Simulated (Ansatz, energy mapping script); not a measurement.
# NiI2: J from the energies of magnetic orders, part 2 of 2

Wanted: the magnetic order of NiI2, its couplings and an estimate of its ordering temperature, by LDA+U (1.98 eV).

LDA with U = 1.98 eV on Ni d, ortho-atomic projectors; plane waves, U on orthogonalised atomic orbitals unless named otherwise, collinear spin, no spin–orbit coupling.

So far. Step 7 (Run 4 (uncompensated ++−; cell B, 9 atoms)): The run ends ferrimagnetic, 28.72 meV a magnetic atom below the parallel order of its cell (energies taken at zero occupation width, not the printed F). Step 8 (Order 5: parallel, cell C of 6 atoms): The run ends ferromagnetic. For each magnetic atom its energy differs from the parallel run of the first cell by -0.37 meV, an error that one common reference would have brought in.

The database entry behind the starting cell differs from later determinations by our own check (an axis about 0.9 % short against later determinations), so it need not match the best structure at ambient conditions.

## Step 9: Run 6 (compensated +−; cell C, 6 atoms)

This order reverses 0 of the 6 neighbours at 3.89 Å, 0 of the 6 neighbours at 6.74 Å and 6 of the 6 neighbours at 6.92 Å, counted for an average magnetic atom.

input.yaml reads:

```yaml
crystal:
  lattice:
    - [1.946, -3.370570872, 0.0]
    - [3.892, 0.0, 0.0]
    - [1.946, -1.123523624, 13.089333334]
  atoms:
    - { symbol: Ni, position: [0.0, 0.0, 0.0], spin: 2.0 }
    - { symbol: Ni, position: [0.5, 0.5, 0.5], spin: -2.0 }
    - { symbol: I, position: [0.875, 0.875, 0.375] }
    - { symbol: I, position: [0.375, 0.375, 0.875] }
    - { symbol: I, position: [0.625, 0.625, 0.125] }
    - { symbol: I, position: [0.125, 0.125, 0.625] }
magnetization:
  spin_polarized: true
kpoints:
  mp_grid: { grid: [8, 8, 8] }
hamiltonian:
  xc: lda
  hubbard:
    sites:
      - { species: Ni, l: d, u_eff: 1.98 }
      - { site: 0, l: d, u_eff: 1.98, starting_ns: [{ spin: up, occupation_matrix: ni1_major }, { spin: down, occupation_matrix: ni1_minor }] }
      - { site: 1, l: d, u_eff: 1.98, starting_ns: [{ spin: up, occupation_matrix: ni1_minor }, { spin: down, occupation_matrix: ni1_major }] }
    projectors: ortho-atomic
    occupation_matrices:
      ni1_major:
        matrix:
          - [0.993, 0.0, 0.0, 0.0, 0.0]
          - [0.0, 0.994, 0.0, 0.0, 0.0]
          - [0.0, 0.0, 0.994, 0.0, 0.0]
          - [0.0, 0.0, 0.0, 0.992, 0.0]
          - [0.0, 0.0, 0.0, 0.0, 0.992]
      ni1_minor:
        matrix:
          - [0.984, 0.0, 0.0, 0.0, 0.0]
          - [0.0, 0.576, 0.0, 0.0, 0.266]
          - [0.0, 0.0, 0.576, 0.266, 0.0]
          - [0.0, 0.0, 0.266, 0.812, 0.0]
          - [0.0, 0.266, 0.0, 0.0, 0.812]
scf:
  occupations: { method: fermi_dirac, width: 0.05 }
output:
  eigenvalues: true
```

Run with:

```bash
ansatz run input.yaml --threads 4 --pin off --max-ram 8192MiB --backend cpu --events-out ev --progress --plain --runs-dir out
```

Wall time 39 s (4 threads of Arm Neoverse V1, shared host); peak memory 1.4 GiB.

The run ends antiferromagnetic, 38.04 meV a magnetic atom below the parallel order of its cell (energies taken at zero occupation width, not the printed F).

## Step 10: Order 7: parallel, cell D of 6 atoms

The parallel order again, as the reference for this cell.

This run holds the same structure in another cell (b 3.892 → 6.741 Å, c 13.281 → 6.920 Å, α 81.6 → 99.3°, β 81.6 → 106.3°, γ 60.0 → 90.0°).

input.yaml reads:

```yaml
crystal:
  lattice:
    - [-3.892, 0.0, 0.0]
    - [0.0, 6.741141744, 0.0]
    - [1.946, -1.123523624, -6.544666667]
  atoms:
    - { symbol: Ni, position: [0.0, 0.0, 0.0], spin: 2.0 }
    - { symbol: Ni, position: [0.5, 0.5, 0.0], spin: 2.0 }
    - { symbol: I, position: [0.625, 0.875, 0.25] }
    - { symbol: I, position: [0.125, 0.375, 0.25] }
    - { symbol: I, position: [0.875, 0.625, 0.75] }
    - { symbol: I, position: [0.375, 0.125, 0.75] }
magnetization:
  spin_polarized: true
kpoints:
  mp_grid: { grid: [8, 4, 8] }
hamiltonian:
  xc: lda
  hubbard:
    sites:
      - { species: Ni, l: d, u_eff: 1.98 }
      - { site: 0, l: d, u_eff: 1.98, starting_ns: [{ spin: up, occupation_matrix: ni1_major }, { spin: down, occupation_matrix: ni1_minor }] }
      - { site: 1, l: d, u_eff: 1.98, starting_ns: [{ spin: up, occupation_matrix: ni1_major }, { spin: down, occupation_matrix: ni1_minor }] }
    projectors: ortho-atomic
    occupation_matrices:
      ni1_major:
        matrix:
          - [0.993, 0.0, 0.0, 0.0, 0.0]
          - [0.0, 0.994, 0.0, 0.0, 0.0]
          - [0.0, 0.0, 0.994, 0.0, 0.0]
          - [0.0, 0.0, 0.0, 0.992, 0.0]
          - [0.0, 0.0, 0.0, 0.0, 0.992]
      ni1_minor:
        matrix:
          - [0.984, 0.0, 0.0, 0.0, 0.0]
          - [0.0, 0.576, 0.0, 0.0, 0.266]
          - [0.0, 0.0, 0.576, 0.266, 0.0]
          - [0.0, 0.0, 0.266, 0.812, 0.0]
          - [0.0, 0.266, 0.0, 0.0, 0.812]
scf:
  occupations: { method: fermi_dirac, width: 0.05 }
output:
  eigenvalues: true
```

Elapsed: 64 s, on 4 threads; peak memory 1.5 GiB.

The run ends ferromagnetic. For each magnetic atom its energy differs from the parallel run of the first cell by -0.60 meV, an error that one common reference would have brought in.

## Step 11: Compensated +− start in cell D (6 atoms)

This order reverses 4 of the 6 neighbours at 3.89 Å, 4 of the 6 neighbours at 6.74 Å and 2 of the 6 neighbours at 6.92 Å, counted for an average magnetic atom.

input.yaml: that of step 10 with these lines changed.

```diff
@@ -7,3 +7,3 @@
     - { symbol: Ni, position: [0.0, 0.0, 0.0], spin: 2.0 }
-    - { symbol: Ni, position: [0.5, 0.5, 0.0], spin: 2.0 }
+    - { symbol: Ni, position: [0.5, 0.5, 0.0], spin: -2.0 }
     - { symbol: I, position: [0.625, 0.875, 0.25] }
@@ -22,3 +22,3 @@
       - { site: 0, l: d, u_eff: 1.98, starting_ns: [{ spin: up, occupation_matrix: ni1_major }, { spin: down, occupation_matrix: ni1_minor }] }
-      - { site: 1, l: d, u_eff: 1.98, starting_ns: [{ spin: up, occupation_matrix: ni1_major }, { spin: down, occupation_matrix: ni1_minor }] }
+      - { site: 1, l: d, u_eff: 1.98, starting_ns: [{ spin: up, occupation_matrix: ni1_minor }, { spin: down, occupation_matrix: ni1_major }] }
     projectors: ortho-atomic
```

Elapsed: 81 s, on 4 threads; peak memory 1.6 GiB; 5.4 min of CPU time.

The run ends antiferromagnetic, 18.14 meV a magnetic atom below the parallel order of its cell (energies taken at zero occupation width, not the printed F).

## Step 12: Mapping onto a Heisenberg model

Each energy difference is a sum of couplings weighted by the pairs that the order reverses. A few near shells are fitted to the differences by least squares. Energies are those extrapolated to zero occupation width, not the free energies F.

Energies from the parallel order of the same cell:

| order | atoms | energy (meV a magnetic atom) | moments (μB) | moments kept as typed | opposed neighbours at 3.89, 6.74, 6.92 Å |
| --- | --- | --- | --- | --- | --- |
| parallel in cell A | 6 | 0.00 | 1.27 | yes | 0, 0, 0 |
| compensated +− in cell A | 6 | 6.88 | 1.26 | yes | 4, 4, 4 |
| parallel in cell B | 9 | 0.00 | 1.27 | yes | 0, 0, 0 |
| uncompensated ++− in cell B | 9 | -28.72 | 1.21 to 1.25 | yes | 4, 0, 2.67 |
| parallel in cell C | 6 | 0.00 | 1.27 | yes | 0, 0, 0 |
| compensated +− in cell C | 6 | -38.04 | 1.24 | yes | 0, 0, 6 |
| parallel in cell D | 6 | 0.00 | 1.27 | yes | 0, 0, 0 |
| compensated +− in cell D | 6 | -18.14 | 1.24 | yes | 4, 4, 2 |

The Heisenberg fit (each pair counts twice, positive J is ferromagnetic):

| pair | distance (Å) | neighbours | J (meV) |
| --- | --- | --- | --- |
| Ni–Ni | 3.89 | 6 | -1.81 |
| Ni–Ni | 6.74 | 6 | 3.11 |
| Ni–Ni | 6.92 | 6 | -2.67 |

These orders cannot tell some unfitted shells from fitted ones: the value at 3.89 Å holds J(3.89) + J(7.78), the value at 6.74 Å holds J(6.74) − J(7.78) and the value at 6.92 Å holds J(6.92) + 2 J(8.84); other unfitted shells add to the values wholly or in part. No temperature is drawn.

Adding the shell at 7.94 Å gives -1.5, 3.2, -0.81 and -2.4 meV, an exact solve that tests nothing.

Limits of this fit: it misses the energies by up to 18 meV, so no temperature is drawn; some orders are gapless and others have a gap.

## Step 13: Summary of results

```json
{"lowest order tried": "compensated +− in cell C", "largest fitted value (a combination of shells), Ni–Ni at 6.74 Å": "3.11 meV"}
```

Of the orders tried, NiI2 prefers the order “compensated +− in cell C” under LDA+U (1.98 eV), with 0 of 6 neighbours at 3.89 Å, 0 of 6 neighbours at 6.74 Å and 6 of 6 neighbours at 6.92 Å opposed. The largest fitted value is 3.1 meV, at 6.74 Å. It is a combination of shells that these orders cannot split, so neither its size nor its sign can be laid on that pair alone. The orders also reverse pairs at 7.78 and 7.94 Å, which are not fitted, so the fitted values hold their part too. With 4 differences for 3 couplings the fit misses by 18 meV at most, which is not small: farther shells, terms beyond the Heisenberg form or the mesh can cause that. In the fitted orders moments change by up to 4.5 % against the parallel run of the same cell, so their size stays put. With a near shell that the orders cannot separate, no temperature is given. The fit is in doubt: some orders are gapless and others have a gap. The couplings are then rough, the small ones most of all.

[Logs and program files are shortened in this print: banners, set-up blocks, solver, clock and traceback lines can be left out without a mark of their own.]

[Logs are printed without paths, hosts, clocks, repeated set-up lines and the standing remarks that a program may print on its own settings, such as how far it seeks lower states.]

[Hosts, paths, dates, database ids (printed as entryN), source tags and the programs' standing remarks are cut or masked in the printed files.]

[Where a cell is said to come from a database of computed structures, the database is the Materials Project.]
